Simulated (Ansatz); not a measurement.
# BaCeSe3 (model cell, started as cubic perovskite with Ce in the octahedra): from the cell to its phonons

Aim: the vibrations of BaCeSe3 (model cell, started as cubic perovskite with Ce in the octahedra), their spectra, and whether the structure is stable.

Method: DFT PBEsol, scalar-relativistic, plane waves, PAW; PAW set soft_1, in Ansatz 0.2.0.

The structure was built from a prototype and need not be the compound's stable phase.

## Step 1: The starting structure

The structure is cubic, space group Pm-3m (No. 221). Conventional cell: a = 5.586 Å, b = 5.586 Å, c = 5.586 Å, α = 90.00°, β = 90.00°, γ = 90.00°. Nearest to Ba lie 12 Se at 3.95 Å. Nearest to Ce lie 6 Se at 2.79 Å. Nearest to Se lie 2 Ce at 2.79 Å and 4 Ba at 3.95 Å. Farther neighbours and most contacts between anions are not listed.

## Step 2: Relaxation

Harmonic phonons are second derivatives at a point where the forces vanish, and they are wanted at zero stress, so atoms and cell are relaxed first.

Input file input.yaml:

```yaml
crystal:
  lattice:
    - [5.586, 0.0, 0.0]
    - [0.0, 5.586, 0.0]
    - [0.0, 0.0, 5.586]
  atoms:
    - { symbol: Ba, position: [0.0, 0.0, 0.0] }
    - { symbol: Ce, position: [0.5, 0.5, 0.5] }
    - { symbol: Se, position: [0.5, 0.5, 0.0] }
    - { symbol: Se, position: [0.5, 0.0, 0.5] }
    - { symbol: Se, position: [0.0, 0.5, 0.5] }
kpoints:
  mp_grid: { grid: [6, 6, 6] }
hamiltonian:
  xc: pbesol
  pseudopotentials: { kind: paw, azcp: { folder: soft_1 }, xc_functional: pbe }
scf:
  occupations: { method: gaussian, width: 0.02 }
output:
  forces: true
  stress: true
  eigenvalues: true
  write_density: true
  write_potential: true
  elf: true
  volumetric_format: npy
relax:
  adjacent_minimum: "off"
  f_tol: 0.005
  max_steps: 80
  cell: { stress_tol: 0.05 }
```

Command:

```
$ ansatz run input.yaml --threads 4 --pin off --max-ram 16384MiB --backend cpu --events-out ev --progress --plain --runs-dir out
```

Numbers of over 12 decimals in the logs are rounded to 6 here.

What it wrote:

```text
band count auto-derived: 45 (N_el = 70.0; filled up to band 35; 42 by the electrons, moments and atoms)
Engine: ansatz 0.2.0, aarch64-unknown-linux-gnu
Pseudopotentials: kind: paw
Pseudopotential: Ba, paw, valence charge 10, recommended cutoff 420 eV (normal), soft_1/Ba.paw.azcp
Pseudopotential: Ce, paw, valence charge 12, recommended cutoff 420 eV (normal), soft_1/Ce.paw.azcp
Pseudopotential: Se, paw, valence charge 16, recommended cutoff 420 eV (normal), soft_1/Se.paw.azcp
Functional definition: PBEsol
  exchange = pbesol_x
  correlation = pbesol_c
Crystal: 5 atoms, lattice volume = 174.302 Å³
Basis set: ecut = 420 eV, 3407 PW (Γ), exchange–correlation on 80×80×80 points (8 copies of the dense FFT grid, shifted against one another)
Bands: 45, of which v1, the nominal top of the filled ones, is band 35 counted from 1 (34 counted from 0)
Symmetry: 48 space group operations
Space group: Pm-3m (ITA 221), of the structure as read, at distance tolerance 5.6e-5 Å
k-points: 20 of 216
Non-local potential: Ba, projectors of the file, l = 0: 3, l = 1: 2, l = 2: 2, l = 3: 2
Non-local potential: Ce, projectors of the file, l = 0: 3, l = 1: 2, l = 2: 2, l = 3: 3
Non-local potential: Se, projectors of the file, l = 0: 2, l = 1: 2, l = 2: 3, l = 3: 1
PAW form: soft (Blöchl's): semilocal exchange-correlation on the pseudo side does not see the compensation charge
PAW frozen core: Ba, regenerated for the run's functional, and the local potential with it (the file was generated under x = pbe(κ = 0.804, μ = 0.219515), c = pbe(β = 0.066725))
PAW frozen core: Ce, regenerated for the run's functional, and the local potential with it (the file was generated under x = pbe(κ = 0.804, μ = 0.219515), c = pbe(β = 0.066725))
PAW frozen core: Se, regenerated for the run's functional, and the local potential with it (the file was generated under x = pbe(κ = 0.804, μ = 0.219515), c = pbe(β = 0.066725))
PAW one-centre angular grid: Ba, 194 points (default); XC on 64 Gauss nodes
PAW one-centre angular grid: Ce, 590 points (default); XC on 64 Gauss nodes
PAW one-centre angular grid: Se, 590 points (default); XC on 64 Gauss nodes
Initial density: superposition of atomic densities (chi_scale 0.1, normalization cell, long waves kept (reshape's long-wave potential 0.00 eV rms))
Initial wavefunctions: pseudopotential atomic-orbital guess
Functional: x = pbesol(κ = 0.804, μ = 0.123457), c = pbesol(β = 0.046)
SCF iter   1: F=—  HF=-28639.011093 eV  |F-HF|=—  |Δ(HF+E_count)|=         —  Δρ=3.86e-1  dr2=4.24e2  ethr=3.10e-3  ⟨swp⟩=7.1  Hψ=3481  notcnv=0
preconditioner: auto → Kerker (q_TF=auto, 2.343 Å⁻¹)  [metal: Δε(μ)=0.008 eV  Ē_g=6.618 eV  σ=0.020 eV  W_gap=0.21  n_scr=32 (ndim 8)  ℏωp=15.4 eV  f_vac=0.000  D(μ)=39.33/eV (n_scr^D=750)]
SCF iter   2: F=—  HF=-28634.204473 eV  |F-HF|=—  |Δ(HF+E_count)|=    4.81e0  Δρ=3.08e-1  dr2=2.63e2  ethr=3.10e-3  ⟨swp⟩=3.4  Hψ=1693  notcnv=0  defer=55
SCF iter   3: F=—  HF=-28629.910692 eV  |F-HF|=—  |Δ(HF+E_count)|=    4.29e0  Δρ=1.28e-1  dr2=4.19e1  ethr=3.10e-3  ⟨swp⟩=3.6  Hψ=1695  notcnv=0  defer=55
SCF iter   4: F=—  HF=-28628.902858 eV  |F-HF|=—  |Δ(HF+E_count)|=    1.01e0  Δρ=3.42e-2  dr2=2.23e0  ethr=3.10e-3  ⟨swp⟩=2.0  Hψ=1297  notcnv=0  defer=58
SCF iter   5: F=—  HF=-28628.576750 eV  |F-HF|=—  |Δ(HF+E_count)|=   3.26e-1  Δρ=9.50e-3  dr2=2.71e-1  ethr=3.10e-3  ⟨swp⟩=3.0  Hψ=1277  notcnv=0  defer=58
SCF iter   6: F=—  HF=-28628.578525 eV  |F-HF|=—  |Δ(HF+E_count)|=   1.78e-3  Δρ=6.10e-3  dr2=1.24e-1  ethr=3.87e-4  ⟨swp⟩=3.6  Hψ=1609  notcnv=0  defer=58
SCF iter   7: F=—  HF=-28628.577508 eV  |F-HF|=—  |Δ(HF+E_count)|=   1.02e-3  Δρ=3.31e-3  dr2=3.96e-2  ethr=1.78e-4  ⟨swp⟩=2.1  Hψ=988  notcnv=0  defer=58
SCF iter   8: F=—  HF=-28628.572264 eV  |F-HF|=—  |Δ(HF+E_count)|=   5.24e-3  Δρ=1.58e-3  dr2=6.78e-3  ethr=5.66e-5  ⟨swp⟩=2.3  Hψ=1236  notcnv=0  defer=58
SCF iter   9: F=—  HF=-28628.571246 eV  |F-HF|=—  |Δ(HF+E_count)|=   1.02e-3  Δρ=2.27e-4  dr2=1.18e-4  ethr=9.69e-6  ⟨swp⟩=3.0  Hψ=1353  notcnv=0  defer=58
SCF iter  10: F=—  HF=-28628.571322 eV  |F-HF|=—  |Δ(HF+E_count)|=   7.61e-5  Δρ=1.67e-4  dr2=5.76e-5  ethr=1.69e-7  ⟨swp⟩=2.0  Hψ=1432  notcnv=0  defer=58
SCF iter  11: F=—  HF=-28628.571355 eV  |F-HF|=—  |Δ(HF+E_count)|=   3.27e-5  Δρ=5.40e-5  dr2=8.05e-6  ethr=8.22e-8  ⟨swp⟩=1.9  Hψ=975  notcnv=0  defer=58
SCF iter  12: F=—  HF=-28628.571355 eV  |F-HF|=—  |Δ(HF+E_count)|=   3.65e-7  Δρ=1.15e-5  dr2=4.83e-7  ethr=1.15e-8  ⟨swp⟩=1.1  Hψ=843  notcnv=0  defer=58
SCF iter  13: F=-28628.571355 eV  HF=-28628.571355 eV  |F-HF|=1.05e-9  |Δ(HF+E_count)|=   6.89e-8  Δρ=1.54e-6  dr2=5.60e-9  ethr=1.43e-10  ⟨swp⟩=16.6  Hψ=6909  notcnv=0
SCF 1 converged in 13 iterations: F = -28628.571355 eV  dr2 = 5.60e-9
  greatest PAW one-centre occupation: 1.000 electrons in one spin orbital (limit 2), on the Se atom at site 2 (counted from 0), in its partial waves of l = 2
relax step   1: F+E_penalty+E_count = -28628.57135459 eV  Δ(F+E_penalty+E_count) = +0.000e0 eV  max|allowed force component| = 7.716e-29 eV/Å  Δτ_max = 0.0000 Å  P = -2.945 GPa  Ω = 174.302 Å³  (13 SCF iters, dr2 threshold 1.00e-7 eV, accepted)
Crystal: 5 atoms, lattice volume = 161.584 Å³
Basis set: ecut = 420 eV, 3119 PW (Γ), exchange–correlation on 80×80×80 points (8 copies of the dense FFT grid, shifted against one another)
Initial density: handed on by an earlier stage of this run
Initial wavefunctions: those handed on with the density
iter 1 solved again at ethr=3.09e-4 eV; its pass at ethr=3.10e-3 eV (dr2=2.16e-1 eV) is discarded
SCF iter   1: F=—  HF=-28628.707601 eV  |F-HF|=—  |Δ(HF+E_count)|=         —  Δρ=7.52e-3  dr2=2.26e-1  ethr=3.09e-4  ⟨swp⟩=1.0  Hψ=4409  notcnv=0
preconditioner: auto → Resta (q_TF=auto, 2.373 Å⁻¹)  ε∞=4.4  [insulator: Δε(μ)=0.526 eV  Ē_g=9.490 eV  σ=0.020 eV  W_gap=1.00  n_scr=32 (ndim 8)  ℏωp=17.5 eV  f_vac=0.022  D(μ)=0.00/eV (n_scr^D=0)  ε∞_Penn≈4.4]
SCF iter   2: F=—  HF=-28628.755677 eV  |F-HF|=—  |Δ(HF+E_count)|=   4.81e-2  Δρ=1.72e-2  dr2=6.35e-1  ethr=3.09e-4  ⟨swp⟩=3.2  Hψ=1782  notcnv=0  recentre
SCF iter   3: F=—  HF=-28628.685180 eV  |F-HF|=—  |Δ(HF+E_count)|=   7.05e-2  Δρ=2.33e-3  dr2=1.63e-2  ethr=3.09e-4  ⟨swp⟩=3.1  Hψ=1636  notcnv=0  defer=24
SCF iter   4: F=—  HF=-28628.682459 eV  |F-HF|=—  |Δ(HF+E_count)|=   2.72e-3  Δρ=3.65e-3  dr2=3.36e-2  ethr=2.33e-5  ⟨swp⟩=3.0  Hψ=1602  notcnv=0  defer=29
SCF iter   5: F=—  HF=-28628.680197 eV  |F-HF|=—  |Δ(HF+E_count)|=   2.26e-3  Δρ=1.59e-3  dr2=5.70e-3  ethr=2.33e-5  ⟨swp⟩=3.0  Hψ=1527  notcnv=0  defer=29
SCF iter   6: F=—  HF=-28628.679984 eV  |F-HF|=—  |Δ(HF+E_count)|=   2.13e-4  Δρ=1.25e-3  dr2=3.79e-3  ethr=8.14e-6  ⟨swp⟩=2.0  Hψ=1022  notcnv=0  defer=29
SCF iter   7: F=—  HF=-28628.679657 eV  |F-HF|=—  |Δ(HF+E_count)|=   3.27e-4  Δρ=1.18e-4  dr2=3.28e-5  ethr=5.41e-6  ⟨swp⟩=2.0  Hψ=1030  notcnv=0  defer=29
SCF iter   8: F=—  HF=-28628.679673 eV  |F-HF|=—  |Δ(HF+E_count)|=   1.56e-5  Δρ=6.00e-5  dr2=9.40e-6  ethr=4.69e-8  ⟨swp⟩=2.0  Hψ=1557  notcnv=0  defer=30
SCF iter   9: F=-28628.679672 eV  HF=-28628.679672 eV  |F-HF|=3.10e-8  |Δ(HF+E_count)|=   5.48e-7  Δρ=6.69e-6  dr2=1.25e-7  ethr=7.14e-10  ⟨swp⟩=11.2  Hψ=6197  notcnv=0
SCF 2 converged in 9 iterations: F = -28628.679672 eV  dr2 = 1.25e-7
relax step   2: F+E_penalty+E_count = -28628.67967197 eV  Δ(F+E_penalty+E_count) = -1.083e-1 eV  max|allowed force component| = 1.091e-29 eV/Å  Δτ_max = 0.0000 Å  P = +0.470 GPa  Ω = 161.584 Å³  energy of the carried Pulay correction = +5.544e-4 eV  (9 SCF iters, dr2 threshold 5.00e-7 eV, accepted)
Crystal: 5 atoms, lattice volume = 163.224 Å³
Basis set: ecut = 420 eV, 3191 PW (Γ), exchange–correlation on 80×80×80 points (8 copies of the dense FFT grid, shifted against one another)
iter 1 solved again at ethr=7.25e-6 eV; its pass at ethr=3.10e-3 eV (dr2=5.07e-3 eV) is discarded
SCF iter   1: F=—  HF=-28628.682208 eV  |F-HF|=—  |Δ(HF+E_count)|=         —  Δρ=1.03e-3  dr2=4.22e-3  ethr=7.25e-6  ⟨swp⟩=2.0  Hψ=4082  notcnv=0
preconditioner: auto → Resta (q_TF=auto, 2.369 Å⁻¹)  ε∞=4.3  [insulator: Δε(μ)=0.717 eV  Ē_g=9.536 eV  σ=0.020 eV  W_gap=1.00  n_scr=32 (ndim 8)  ℏωp=17.4 eV  f_vac=0.028  D(μ)=0.00/eV (n_scr^D=0)  ε∞_Penn≈4.3]
SCF iter   2: F=—  HF=-28628.683282 eV  |F-HF|=—  |Δ(HF+E_count)|=   1.07e-3  Δρ=2.88e-3  dr2=1.83e-2  ethr=6.02e-6  ⟨swp⟩=3.0  Hψ=1686  notcnv=0  recentre
SCF iter   3: F=—  HF=-28628.681816 eV  |F-HF|=—  |Δ(HF+E_count)|=   1.47e-3  Δρ=4.07e-4  dr2=7.41e-4  ethr=6.02e-6  ⟨swp⟩=3.0  Hψ=1533  notcnv=0
SCF iter   4: F=—  HF=-28628.681680 eV  |F-HF|=—  |Δ(HF+E_count)|=   1.35e-4  Δρ=1.30e-4  dr2=3.18e-5  ethr=1.06e-6  ⟨swp⟩=1.9  Hψ=1011  notcnv=0
SCF iter   5: F=—  HF=-28628.681699 eV  |F-HF|=—  |Δ(HF+E_count)|=   1.82e-5  Δρ=3.94e-5  dr2=4.24e-6  ethr=4.54e-8  ⟨swp⟩=2.0  Hψ=1600  notcnv=0
SCF iter   6: F=—  HF=-28628.681696 eV  |F-HF|=—  |Δ(HF+E_count)|=   2.19e-6  Δρ=1.89e-5  dr2=7.88e-7  ethr=6.06e-9  ⟨swp⟩=2.0  Hψ=1570  notcnv=0
SCF iter   7: F=-28628.681697 eV  HF=-28628.681696 eV  |F-HF|=2.98e-8  |Δ(HF+E_count)|=   9.59e-9  Δρ=3.77e-6  dr2=2.65e-8  ethr=7.14e-10  ⟨swp⟩=10.2  Hψ=7677  notcnv=0
SCF 3 converged in 7 iterations: F = -28628.681697 eV  dr2 = 2.65e-8
  greatest PAW one-centre occupation: 1.000 electrons in one spin orbital (limit 2), on the Se atom at site 4 (counted from 0), in its partial waves of l = 2
relax step   3: F+E_penalty+E_count = -28628.68169652 eV  Δ(F+E_penalty+E_count) = -2.025e-3 eV  max|allowed force component| = 4.102e-30 eV/Å  Δτ_max = 0.0000 Å  P = -0.055 GPa  Ω = 163.224 Å³  energy of the carried Pulay correction = +4.806e-4 eV  (7 SCF iters, dr2 threshold 5.00e-7 eV, accepted)
[...]
relax step   4: F+E_penalty+E_count = -28628.68173481 eV  Δ(F+E_penalty+E_count) = -3.829e-5 eV  max|allowed force component| = 5.943e-30 eV/Å  Δτ_max = 0.0000 Å  P = -0.001 GPa  Ω = 163.050 Å³  energy of the carried Pulay correction = +4.884e-4 eV  (5 SCF iters, dr2 threshold 7.64e-9 eV, accepted)
Initial wavefunctions: pseudopotential atomic-orbital guess (no wavefunctions were taken with the density)
iter 1 solved again at ethr=1.04e-7 eV; its pass at ethr=3.10e-3 eV (dr2=7.31e-5 eV) is discarded
SCF iter   1: F=—  HF=-28628.681125 eV  |F-HF|=—  |Δ(HF+E_count)|=         —  Δρ=2.55e-5  dr2=1.69e-7  ethr=1.04e-7  ⟨swp⟩=3.0  Hψ=6461  notcnv=0
preconditioner: auto → Resta (q_TF=auto, 2.370 Å⁻¹)  ε∞=4.4  [insulator: Δε(μ)=0.692 eV  Ē_g=9.528 eV  σ=0.020 eV  W_gap=1.00  n_scr=32 (ndim 8)  ℏωp=17.4 eV  f_vac=0.030  D(μ)=0.00/eV (n_scr^D=0)  ε∞_Penn≈4.4]
SCF iter   2: F=—  HF=-28628.681149 eV  |F-HF|=—  |Δ(HF+E_count)|=   2.44e-5  Δρ=1.88e-5  dr2=3.31e-7  ethr=2.42e-10  ⟨swp⟩=2.1  Hψ=1603  notcnv=0
SCF iter   3: F=—  HF=-28628.681149 eV  |F-HF|=—  |Δ(HF+E_count)|=   2.28e-7  Δρ=2.47e-5  dr2=1.52e-6  ethr=2.42e-10  ⟨swp⟩=2.0  Hψ=1294  notcnv=0  recentre
SCF iter   4: F=—  HF=-28628.681149 eV  |F-HF|=—  |Δ(HF+E_count)|=   1.20e-7  Δρ=7.23e-6  dr2=7.66e-8  ethr=2.42e-10  ⟨swp⟩=2.0  Hψ=1291  notcnv=0
SCF iter   5: F=—  HF=-28628.681149 eV  |F-HF|=—  |Δ(HF+E_count)|=  8.73e-11  Δρ=7.62e-7  dr2=1.01e-9  ethr=1.09e-10  ⟨swp⟩=1.0  Hψ=900  notcnv=0
SCF iter   6: F=-28628.681149 eV  HF=-28628.681149 eV  |F-HF|=3.64e-12  |Δ(HF+E_count)|=  2.07e-10  Δρ=1.11e-7  dr2=3.34e-11  ethr=1.00e-12  ⟨swp⟩=5.0  Hψ=4725  notcnv=0
SCF 5 converged in 6 iterations: F = -28628.681149 eV  dr2 = 3.34e-11
relax step   5: F+E_penalty+E_count = -28628.68114920 eV  Δ(F+E_penalty+E_count) = +5.856e-4 eV  max|allowed force component| = 6.324e-30 eV/Å  Δτ_max = 0.0000 Å  P = +0.002 GPa  Ω = 163.050 Å³  stress off target by 1.69e-3 GPa  SCF on the basis re-selected at this cell (its energy is not comparable with the rows above)  (6 SCF iters)
basis re-selected at this cell: Δ(F+E_penalty+E_count) = +5.856e-4 eV, ΔP = +0.002 GPa vs the last step (what re-selecting the basis moved, of the pressure what is left beyond the Pulay correction that the steps carried, after the strain that the cell walked since its last selection, with what the two solves' SCF thresholds leave and, on support functions, any second-order correction that the steps lacked; it is no m [...]
SCF converged after 6 iterations
Free energy (F): -28628.681149 eV
Harris-Foulkes:  -28628.681149 eV  (|F-HF|=3.64e-12)
Internal energy: -28628.681149 eV  (E = F + TS)
E sigma→0 (E₀):  -28628.681149 eV
Fermi energy:    7.773228 eV
--- Per-component energies (eV) ---
  E_band       = -1287.497582
  E_kinetic    = 728.010201
  E_local      = -10011.005850  (includes V_loc(G=0)·N_el)
  E_nonlocal   = -857.404780
  E_hartree    = 5060.873430
  E_xc         = -595.697688
  E_vxc        = -570.364762  (∫ρ·V_xc dr)
  E_paw        = -16857.232652  (= ΣΔE_a)
  E_vpaw       = -698.477758  (= ΣTr[D̂ρ^β])
  E_aug_tail   = -0.001143  (compensation charges beyond the density's cutoff)
  E_ewald      = -6099.625310
  E_core_change = 3.402643  (= ΣΔE_core)
  E_smearing   = -0.000000  (= −TS)
  E_closure    = 0.000000  (closes the sum)
  Σ components = -28628.681149   (vs F -28628.681149, Δ=0.00e0)
--- Forces (eV/Å), atoms counted from 1 ---
  atom   1  Ba    -0.00000000     0.00000000     0.00000000
  atom   2  Ce    -0.00000000     0.00000000    -0.00000000
  atom   3  Se    -0.00000000    -0.00000000     0.00000000
  atom   4  Se     0.00000000     0.00000000     0.00000000
  atom   5  Se     0.00000000     0.00000000     0.00000000
  max |Σ_I F_I| component: 1.76e-29 eV/Å
--- Stress (GPa, compression-positive) ---
        0.001686      -0.000000       0.000000
       -0.000000       0.001686       0.000000
        0.000000       0.000000       0.001686
  P = ⅓ Tr σ = 0.0017 GPa (0.017 kbar)
--- Band table (eV; the first three rows and the last of 20) ---
  k-point 0: bands = [... 31 lower, 6.1428, 6.7211, 6.7211, 6.7211, 8.1860, 8.5369, 8.5369, 8.5369, ... 6 higher]
  k-point 1: bands = [... 31 lower, 5.9906, 6.1969, 6.6989, 6.6989, 8.1784, 8.3549, 8.3549, 8.4950, ... 6 higher]
  k-point 2: bands = [... 31 lower, 5.6591, 5.7326, 6.6752, 6.6752, 8.1658, 8.2630, 8.2630, 8.4550, ... 6 higher]
  k-point 19: bands = [... 31 lower, 4.4296, 7.4267, 7.4267, 7.4267, 8.1191, 8.1644, 8.1644, 8.1644, ... 6 higher]
--- Relaxed structure (4 steps of the walk, 4 accepted, 1 SCFs on fresh bases) ---
  F+E_penalty+E_count = -28628.68114920 eV   max|allowed force component| = 6.324e-30 eV/Å   (the final SCF, on the basis selected at the relaxed cell)
  cell:  # Å, volume = 163.0496 Å³
    - [5.463110, 0, 0]
    - [0, 5.463110, 0.0]
    - [0, 0.0, 5.463110]
  atoms:
    - { symbol: Ba, position: [0, 0, 0] }
    - { symbol: Ce, position: [0.500000, 0.500000, 0.500000] }
    - { symbol: Se, position: [0.500000, 0.500000, 0] }
    - { symbol: Se, position: [0.500000, 0, 0.500000] }
    - { symbol: Se, position: [0, 0.500000, 0.500000] }
```

It took 14 s on 4 threads of Arm Neoverse V2, shared host; peak memory 0.62 GiB.

The steps of the relaxation:

| step | energy less that of the first step (eV) | largest force component (eV/Å) | pressure (GPa) | volume (Å³) |
| --- | --- | --- | --- | --- |
| 1 | 0.0000 | 0.0000 | -2.95 | 174.30 |
| 2 | -0.1083 | 0.0000 | 0.47 | 161.58 |
| 3 | -0.1103 | 0.0000 | -0.06 | 163.22 |
| 4 | -0.1104 | 0.0000 | 0.00 | 163.05 |
| 5* | -0.1098 | 0.0000 | 0.00 | 163.05 |

Relaxation steps marked * repeat the geometry before them on a plane-wave basis chosen anew for their cell, so energy and pressure can jump there.

Forces are held to the 48 operations that the run works with; a distortion that breaks them can't arise in this run.

| conventional cell, symmetrised | before | after | change |
| --- | --- | --- | --- |
| a (Å) | 5.586 | 5.463 | -2.2 % |
| b (Å) | 5.586 | 5.463 | -2.2 % |
| c (Å) | 5.586 | 5.463 | -2.2 % |
| volume (Å³/atom) | 34.86 | 32.61 | -6.5 % |

Final coordinates:

```xyz
5
Lattice="5.4631 0.0000 0.0000 0.0000 5.4631 0.0000 0.0000 0.0000 5.4631" Properties=species:S:1:pos:R:3 pbc="T T T"
Ba    0.0000    0.0000    0.0000
Ce    2.7316    2.7316    2.7316
Se    2.7316    2.7316    0.0000
Se    2.7316    0.0000    2.7316
Se    0.0000    2.7316    2.7316
```

This step gave:

* pressure: 0.001686 GPa
* gap on the k-mesh: 0.6923 eV
* volume per atom: 32.61 Å³
* direct gap on mesh: 0.6923 eV

Electrostatic potential energy in the ac plane at fractional y = 0.500, with atoms of Ce and Se within 0.2 Å of it. With pseudopotentials it is smooth inside the atoms' cores, unlike the true potential.

Ten even steps from '_' (-32 eV) to '@' (12 eV), each cell a mean:
```
@@@@@@@@%%++**@@%%++##@@@@@@@@
@@@@@@@@@@##++++++**%%@@@@@@@@
@@@@@@@@@@@@##**##%%@@@@@@@@@@
@@@@@@@@@@%%%%####%%@@@@@@@@@@
##%%@@@@%%##++====**%%@@@@%%##
++++##%%##==..__..--**%%%%**++
@@**++%%**::______..==####++%%
@@##++##**::________==##**++@@
##++**%%##--______..++%%##++**
++**%%@@%%**--::::==##%%@@##++
%%@@@@@@@@%%##****##%%@@@@@@%%
@@@@@@@@@@@@%%##%%%%@@@@@@@@@@
@@@@@@@@@@%%**++++##@@@@@@@@@@
@@@@@@@@@@**++##**++%%@@@@@@@@
@@@@@@@@%%++##@@@@++##@@@@@@@@
```
Columns run along a (5.5 Å; values clipped at the 3rd and 97th percentile), rows up along c (5.5 Å). Atoms in or near the plane, at fractional coordinates: Ce at (0.50, 0.50), Se at (0.50, 0.00), Se at (0.00, 0.50).

Valence density in the ac plane at fractional y = 0.500, with atoms of Ce and Se within 0.2 Å of it. It is the smooth field of the valence electrons, not physical close to the nuclei.

Ten steps, logarithmic in the rise over the least value, from '_' (0 e/Å³) to '@' (44 e/Å³), each cell a mean:
```
________..::++%%##--..________
__________..::----::..________
____________........__________
____________......____________
....______....::::..______....
==::......::------::..__..::--
%%++::....::--------::....--##
@@**::....----------::....--%%
**--::....::--------......::++
::....____..::--::::..____..::
..__________........________..
____________........__________
__________..::::::..__________
__________..--**++::..________
________..::**@@%%==..________
```
Columns run along a (5.5 Å), rows up along c (5.5 Å). Atoms in or near the plane, at fractional coordinates: Ce at (0.50, 0.50), Se at (0.50, 0.00), Se at (0.00, 0.50).

ELF in the ac plane at fractional y = 0.500, with atoms of Ce and Se within 0.2 Å of it. It is the smooth field of the valence electrons, not physical close to the nuclei.

Values, 15 rows by 15 columns, each cell a mean:
```
0.02 0.04 0.16 0.49 0.74 0.77 0.58 0.26 0.38 0.71 0.77 0.65 0.32 0.08 0.02
0.09 0.07 0.10 0.32 0.64 0.77 0.77 0.70 0.73 0.78 0.74 0.51 0.19 0.07 0.08
0.37 0.26 0.14 0.16 0.37 0.60 0.69 0.72 0.71 0.66 0.51 0.25 0.12 0.19 0.32
0.68 0.60 0.39 0.16 0.12 0.21 0.33 0.41 0.38 0.27 0.16 0.12 0.25 0.51 0.65
0.78 0.77 0.67 0.33 0.11 0.22 0.49 0.61 0.57 0.37 0.14 0.16 0.51 0.74 0.77
0.66 0.76 0.77 0.48 0.23 0.56 0.78 0.75 0.78 0.72 0.37 0.27 0.66 0.78 0.71
0.23 0.57 0.78 0.55 0.39 0.72 0.72 0.36 0.53 0.78 0.57 0.38 0.71 0.73 0.38
0.11 0.49 0.77 0.57 0.43 0.74 0.64 0.15 0.36 0.75 0.61 0.41 0.72 0.70 0.26
0.48 0.69 0.78 0.52 0.31 0.67 0.79 0.64 0.72 0.78 0.49 0.33 0.69 0.77 0.58
0.76 0.78 0.73 0.41 0.15 0.37 0.67 0.74 0.72 0.56 0.22 0.21 0.60 0.77 0.77
0.75 0.71 0.54 0.23 0.09 0.15 0.31 0.43 0.39 0.23 0.11 0.12 0.37 0.64 0.74
0.53 0.42 0.23 0.13 0.23 0.41 0.52 0.57 0.55 0.48 0.33 0.16 0.16 0.32 0.49
0.19 0.13 0.10 0.23 0.54 0.73 0.78 0.77 0.78 0.77 0.67 0.39 0.14 0.10 0.16
0.04 0.04 0.13 0.42 0.71 0.78 0.69 0.49 0.57 0.76 0.77 0.60 0.26 0.07 0.04
0.02 0.04 0.19 0.53 0.75 0.76 0.48 0.11 0.23 0.66 0.78 0.68 0.37 0.09 0.02
```
Columns run along a (5.5 Å), rows up along c (5.5 Å). Atoms in or near the plane, at fractional coordinates: Ce at (0.50, 0.50), Se at (0.50, 0.00), Se at (0.00, 0.50).

In this step the volume went from 34.86 to 32.61 Å³/atom.

(Continued in part 2 of 3.)

[Logs are printed without paths, hosts, clocks, repeated set-up lines and the standing remarks that a program may print on its own settings, such as how far it seeks lower states.]

[Hosts, paths, dates, database ids (printed as entryN), source tags and the programs' standing remarks are cut or masked in the printed files.]
